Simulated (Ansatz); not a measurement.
# Sensitivity of the G0W0 gap of MoS2 (P6_3/mmc)

Aim: change settings of a G0W0 run on MoS2 (P6_3/mmc) and see what moves.

Calculated with Ansatz 0.2.0; G0W0 on PBE, plane waves, PAW.

The database entry behind the starting cell differs from later determinations by our own check (about 0.3 % long), so it need not match the best structure at ambient conditions.

### 1. Starting point

Symmetry: P6_3/mmc, No. 194, hexagonal system. The conventional cell has a = 3.169 Å, b = 3.169 Å, c = 12.324 Å, α = 90.00°, β = 90.00°, γ = 120.00°. Nearest to Mo lie 6 S at 2.41 Å. S has 3 Mo at 2.41 Å nearest. Farther neighbours and most contacts between anions are not listed.

The cell and positions come from the Crystallography Open Database and are kept as given unless a step says otherwise. The default PAW set here is soft_2. Its files were made with PBE.

### 2. The base run: 6×6×2 mesh, 86 empty bands, screening to 50 eV

G0W0 replaces the xc potential by the self-energy, built once from these orbitals. Only a window of levels is corrected, while the sums run over the empty bands that the input names.

Contents of input.yaml:

```yaml
crystal:
  lattice:
    - [3.169, 0.0, 0.0]
    - [-1.5845, 2.7444345046, 0.0]
    - [0.0, 0.0, 12.324]
  atoms:
    - { symbol: Mo, position: [0.3333333333, 0.6666666667, 0.25] }
    - { symbol: Mo, position: [0.6666666667, 0.3333333333, 0.75] }
    - { symbol: S, position: [0.3333333333, 0.6666666667, 0.623] }
    - { symbol: S, position: [0.6666666667, 0.3333333333, 0.123] }
    - { symbol: S, position: [0.3333333333, 0.6666666667, 0.877] }
    - { symbol: S, position: [0.6666666667, 0.3333333333, 0.377] }
kpoints:
  mp_grid: { grid: [6, 6, 2] }
hamiltonian:
  xc: pbe
scf:
  occupations: { method: fixed }
gw:
  n_empty_bands: 86
  ecut_chi: 50
  qp_bands: [v2, c2]
  qp_kpoints: band_edges
  screening: { model: contour_deformation }
```

Launch:

```
$ ansatz run input.yaml --threads 3 --pin off --max-ram 92160MiB --backend cuda --events-out ev --progress --plain --runs-dir out --devices 1 --max-vram 13GiB
```

Numbers of over 12 decimals in the logs are rounded to 6 here.

The log of the run:

```text
GPUs: using 1 of 1 available (devices: 1).
Engine: ansatz 0.2.0, x86_64-unknown-linux-gnu
Pseudopotentials: kind: paw
Pseudopotential: Mo, paw, valence charge 14, recommended cutoff 420 eV (normal), Mo.paw.azcp
Pseudopotential: S, paw, valence charge 6, recommended cutoff 420 eV (normal), S.paw.azcp
Functional definition: PBE
  parameter kappa = 0.804
  parameter beta = 0.066725
  exchange = pbe_x(kappa = kappa, mu = beta*pi^2/3)
  correlation = pbe_c(beta = beta)
device memory: the entry about to start is reckoned to put 1.1 GiB on a device that reports 58.0 GiB free (of which the cap on the GPU budget leaves the run 13.0 GiB)
GPU FFT provider: cuFFT
GPU libraries: cuBLAS 13.8.2, cuFFT 12.4.0, cuSOLVER 12.3.4
Crystal: 6 atoms, lattice volume = 107.183 Å³
Basis set: ecut = 420 eV, 2081 PW (Γ)
Bands: 32, of which v1, the nominal top of the filled ones, is band 26 counted from 1 (25 counted from 0)
Symmetry: 24 space group operations
Space group: P63/mmc (ITA 194), of the structure as read, at distance tolerance 4.8e-5 Å
k-points: 14 of 72
Non-local potential: Mo, projectors of the file, l = 0: 3, l = 1: 2, l = 2: 2, l = 3: 1
Non-local potential: S, projectors of the file, l = 0: 2, l = 1: 2, l = 2: 2
PAW form: soft (Blöchl's): semilocal exchange-correlation on the pseudo side does not see the compensation charge
PAW one-centre angular grid: Mo, 590 points (default); XC on 64 Gauss nodes
PAW one-centre angular grid: S, 110 points (default); XC on 64 Gauss nodes
Initial density: superposition of atomic densities (neutral atoms: chi_scale 0, normalization atom), corrected by the library's trained network
Initial wavefunctions: pseudopotential atomic-orbital guess
GPU buffer pool allocated for 51840 grid points (all kernels)
GPU transforms: local potential and band sums: pruned to the plane-wave sphere, on 24×24×90
Functional: x = pbe(κ = 0.804, μ = 0.219515), c = pbe(β = 0.066725)
SCF iter   1: F=—  HF=-13525.526697 eV  |F-HF|=—  |Δ(HF+E_count)|=         —  Δρ=5.46e-3  dr2=7.41e-3  ethr=1.77e-3  ⟨swp⟩=5.0  Hψ=1664  notcnv=0  defer=42
preconditioner: auto → Resta (q_TF=auto, 2.418 Å⁻¹)  ε∞=8.7  [insulator: Δε(μ)=0.887 eV  Ē_g=7.751 eV  n_scr=26 (ndim 8)  ℏωp=21.5 eV  f_vac=0.016  ε∞_Penn≈8.7]
SCF iter   2: F=—  HF=-13525.535933 eV  |F-HF|=—  |Δ(HF+E_count)|=   9.24e-3  Δρ=3.13e-3  dr2=2.37e-3  ethr=1.42e-5  ⟨swp⟩=2.0  Hψ=843  notcnv=0  defer=54
SCF iter   3: F=—  HF=-13525.540700 eV  |F-HF|=—  |Δ(HF+E_count)|=   4.77e-3  Δρ=4.94e-4  dr2=6.38e-4  ethr=4.55e-6  ⟨swp⟩=2.0  Hψ=698  notcnv=0  defer=54
SCF iter   4: F=—  HF=-13525.540635 eV  |F-HF|=—  |Δ(HF+E_count)|=   6.54e-5  Δρ=1.15e-4  dr2=1.09e-5  ethr=1.23e-6  ⟨swp⟩=2.1  Hψ=557  notcnv=0  defer=35
[...]
E_xc         = -757.133550
  E_vxc        = -810.200444  (∫ρ·V_xc dr)
  E_paw        = -8803.054294  (= ΣΔE_a)
  E_vpaw       = -306.678742  (= ΣTr[D̂ρ^β])
  E_aug_tail   = 0.000083  (compensation charges beyond the density's cutoff)
  E_ewald      = -3261.216446
  E_smearing   = -0.000000  (= −TS)
  E_closure    = 0.000000  (closes the sum)
  Σ components = -13525.540647   (vs F -13525.540647, Δ=0.00e0)
--- Band table (eV; the first three rows and the last of 14) ---
  k-point 0: bands = [... 22 lower, 8.7669, 9.7117, 9.7496, 10.8968, 12.9944, 12.9944, 13.0224, 13.0224, ... 2 higher]
  k-point 1: bands = [... 22 lower, 8.7436, 8.7436, 10.6302, 10.6302, 12.9998, 12.9998, 12.9998, 12.9998, ... 2 higher]
  k-point 2: bands = [... 22 lower, 8.8399, 9.7099, 9.7325, 10.1259, 12.3854, 12.7493, 12.7590, 12.9531, ... 2 higher]
  k-point 13: bands = [... 22 lower, 8.0256, 8.0256, 10.2018, 10.2018, 11.9456, 11.9456, 13.1987, 13.1987, ... 2 higher]
--- G₀W₀: contour deformation, 7 samples at zero and on the imaginary axis and 1 off it, 72 q-points, 86 empty bands' worth ---
  eigenvalues of the whole cell's RPA ε∞ on this k-mesh (on a slab, of 1 + 4πα/V) = 6.2766, 15.6673, 15.6673; static W/v taken at q = 0 is 0.066222
  bands read: the sum over 112 bands ends inside a degenerate multiplet in 1 slot, whose members it reads at an even weight; the widest, k=1: bands 111 to 114 (counted from 1) at 2/4 each
  gw.qp_kpoints: band_edges: 12 of 14 stored k-points solved, in 1 pass; an edge of the gap read off the rows below is read off those points alone
    valence top: of the k-points left out ik 7 came nearest to being solved in a further pass, in band 25 (counted from 1, as in the quasiparticle table): it holds the edge there only if its correction is more favourable than any solved in that band by at least 1.323 eV; those differ by 0.399 eV
    conduction bottom: of the k-points left out ik 5 came nearest to being solved in a further pass, in band 27 (counted from 1, as in the quasiparticle table): it holds the edge there only if its correction is more favourable than any solved in that band by at least 0.675 eV; those differ by 0.332 eV
    ik  band        ε_KS         Σx   Σc(E_QP)       V_xc       Z   E_QP_lin       E_QP  E_QP is
     0    25      9.7496   -18.6978     1.5363   -17.5874  0.7392    10.1725    10.1755  root
     0    26     10.8968   -19.7402     1.1245   -19.1818  0.7484    11.4600    11.4628  root
     0    27     12.9944   -13.7864    -3.7606   -18.5169  0.7486    13.9872    13.9643  root
     0    28     12.9944   -13.7864    -3.7606   -18.5169  0.7486    13.9872    13.9643  root
     1    25     10.6302   -19.4298     1.3734   -18.5535  0.7493    11.1248    11.1273  root
     1    26     10.6302   -19.4298     1.3734   -18.5535  0.7493    11.1248    11.1273  root
     1    27     12.9998   -13.7331    -3.7565   -18.4521  0.7484    13.9850    13.9623  root
     1    28     12.9998   -13.7331    -3.7565   -18.4521  0.7484    13.9850    13.9623  root
[...]
13    25     10.2018   -19.2682     1.0297   -18.8105  0.7472    10.7704    10.7737  root
    13    26     10.2018   -19.2682     1.0297   -18.8105  0.7472    10.7704    10.7737  root
    13    27     11.9456   -16.1207    -3.3818   -20.5422  0.7441    13.0073    12.9853  root
    13    28     11.9456   -16.1207    -3.3818   -20.5422  0.7441    13.0073    12.9853  root
[key lines of the parts left out:]
SCF converged after 7 iterations
Free energy (F): -13525.540647 eV
Fermi energy:    10.896774 eV
```

Wall time 15 s (1 × NVIDIA H100 80GB HBM3 (shared by 6 runs) with 3 threads of AMD EPYC 7R13 (Zen 3), shared host); peak memory 1.1 GiB.

The column dr2 measures how far the density is from self-consistency, as an energy; F and HF (Harris–Foulkes) agree once it is small.

This step gave:

```
bands summed                                 : 112
RPA ε∞ on this mesh (eigenvalues)            : 6.277, 15.67, 15.67
plane waves in the screening matrix          : 81
q-points in the mesh                         : 72
G0W0 gap on the mesh                         : 1.139 eV
k of the valence top                         : 0, 0, 0
k of the conduction bottom                   : 0.1667, 0.1667, 0
starting gap on the mesh                     : 0.8857 eV
Z at the valence top                         : 0.7484
Z at the conduction bottom                   : 0.7569
least direct G0W0 gap on the computed points : 2.094 eV
```

The gap on the mesh goes from 0.89 eV to 1.14 eV, a correction of +0.25 eV. Between the two edge states, bare exchange in place of the xc potential would open the gap by 4.75 eV, and correlation takes back 4.49 eV.

### 3. Variant: no symmetry

Edit input.yaml of step 2 so:

```diff
@@ -12,2 +12,3 @@
     - { symbol: S, position: [0.6666666667, 0.3333333333, 0.377] }
+  symmetry: { detect: false }
 kpoints:
@@ -19,4 +20,4 @@
 gw:
-  n_empty_bands: 86
-  ecut_chi: 50
+  n_empty_bands: 113
+  ecut_chi: 60
   qp_bands: [v2, c2]
```

The log of the run:

```text
GPUs: using 1 of 1 available (devices: 1).
[...]
GPU FFT provider: cuFFT
GPU libraries: cuBLAS 13.8.2, cuFFT 12.4.0, cuSOLVER 12.3.4
Crystal: 6 atoms, lattice volume = 107.183 Å³
Basis set: ecut = 420 eV, 2081 PW (Γ)
Bands: 32, of which v1, the nominal top of the filled ones, is band 26 counted from 1 (25 counted from 0)
Symmetry: 1 space group operations
k-points: 40 of 72 (time reversal used)
[...]
GPU buffer pool allocated for 51840 grid points (all kernels)
[...]
SCF iter   1: F=—  HF=-13525.526795 eV  |F-HF|=—  |Δ(HF+E_count)|=         —  Δρ=5.46e-3  dr2=7.37e-3  ethr=1.77e-3  ⟨swp⟩=5.0  Hψ=4744  notcnv=0  defer=127
[...]
SCF iter   6: F=-13525.540647 eV  HF=-13525.540647 eV  |F-HF|=1.41e-8  |Δ(HF+E_count)|=   1.94e-6  Δρ=8.40e-6  dr2=9.55e-8  ethr=1.92e-10  ⟨swp⟩=6.0  Hψ=5214  notcnv=0
SCF 1 converged in 6 iterations: F = -13525.540647 eV  dr2 = 9.55e-8
[...]
NSCF: frozen V_eff on 40 k-points, pencils in batches of 32, up to order 128
[...]
NSCF: frozen V_eff on 40 k-points
G₀W₀ screening: q 1/40
[... further progress lines ...]
SCF converged after 6 iterations
Free energy (F): -13525.540647 eV
[...]
Internal energy: -13525.540647 eV  (E = F + TS)
E sigma→0 (E₀):  -13525.540647 eV
Fermi energy:    10.896770 eV
[...]
--- Band table (eV; the first three rows and the last of 40) ---
  k-point 0: bands = [... 22 lower, 8.7669, 9.7117, 9.7496, 10.8968, 12.9944, 12.9944, 13.0224, 13.0224, ... 2 higher]
  k-point 1: bands = [... 22 lower, 8.7435, 8.7435, 10.6302, 10.6302, 12.9998, 12.9998, 12.9998, 12.9998, ... 2 higher]
  k-point 2: bands = [... 22 lower, 8.8399, 9.7099, 9.7325, 10.1259, 12.3854, 12.7493, 12.7590, 12.9531, ... 2 higher]
  k-point 39: bands = [... 22 lower, 9.2659, 9.2659, 9.5680, 9.5680, 12.5162, 12.5162, 13.0334, 13.0334, ... 2 higher]
[...]
0    25      9.7496   -18.6978     1.4229   -17.5874  0.7367    10.0604    10.0621  root
     0    26     10.8968   -19.7403     0.9924   -19.1818  0.7455    11.3291    11.3308  root
     0    27     12.9944   -13.7864    -3.8942   -18.5169  0.7459    13.8469    13.8307  root
     0    28     12.9944   -13.7864    -3.8942   -18.5169  0.7459    13.8469    13.8307  root
     1    25     10.6302   -19.4298     1.2453   -18.5535  0.7465    10.9977    10.9992  root
     1    26     10.6302   -19.4298     1.2453   -18.5535  0.7465    10.9977    10.9992  root
     1    27     12.9998   -13.7331    -3.8897   -18.4521  0.7457    13.8451    13.8292  root
     1    28     12.9998   -13.7331    -3.8897   -18.4521  0.7457    13.8451    13.8292  root
[...]
38    25      9.4972   -17.6852     1.7333   -16.0756  0.7507     9.6207     9.6209  root
    38    26      9.6219   -18.3905     1.6273   -16.9859  0.7469     9.8438     9.8446  root
    38    27     12.4958   -16.6414    -4.2708   -21.9163  0.7289    13.5271    13.4998  root
    38    28     12.5414   -16.6097    -4.2985   -21.9081  0.7280    13.5693    13.5414  root
```

Elapsed: 28 s, on 1 × NVIDIA H100 80GB HBM3 (shared by 6 runs) with 3 threads; peak memory 1.3 GiB; 29 s of CPU time.

The G0W0 gap on the mesh is 1.151 eV.

Against the base:

| setting | base | variant |
| --- | --- | --- |
| empty bands | 86 | 113 |
| screening cutoff (eV) | 50 | 60 |
| symmetry detection | - | false |

| quantity | variant | base |
| --- | --- | --- |
| starting gap on the mesh | 0.886 | 0.886 |
| G0W0 gap on the mesh | 1.151 | 1.139 |
| least direct G0W0 gap on the computed points | 2.093 | 2.094 |
| Z at the valence top | 0.745 | 0.748 |
| Z at the conduction bottom | 0.754 | 0.757 |

### 4. What came out

```json
{
  "base": "1.14 eV, 15 s",
  "no symmetry": "1.15 eV, 28 s"
}
```

In words: No symmetry: the gap moves by +0.01 eV. The variant differs from the base in empty bands, screening cutoff and symmetry detection together, so the change can't be laid to one of them. Symmetry itself changes the cost, not the physics. All runs here use a coarse mesh and modest cutoffs; they test settings and are not final values. The 6×6×2 mesh is coarse for this cell (its supercell is 19 Å along the shortest edge). The RPA ε∞ on it, from the PBE start, is 6.28 and 15.67; such meshes misread the long-range screening, most where the gap is narrow. The many-body steps are scalar-relativistic: spin-orbit coupling is not in them.

[Paths, hosts, dates, memory and timing lines, banners, echoed tables and standing remarks are left out of the program output.]

[Logs are printed without paths, hosts, clocks, repeated set-up lines and the standing remarks that a program may print on its own settings, such as how far it seeks lower states.]

[Runs of the session that timed out or met a known fault of the program may be left out.]

[Cells called generated may have been cut or substituted from an entry of the Crystallography Open Database or the Materials Project.]

[Hosts, paths, dates, database ids (printed as entryN), source tags and the programs' standing remarks are cut or masked in the printed files.]
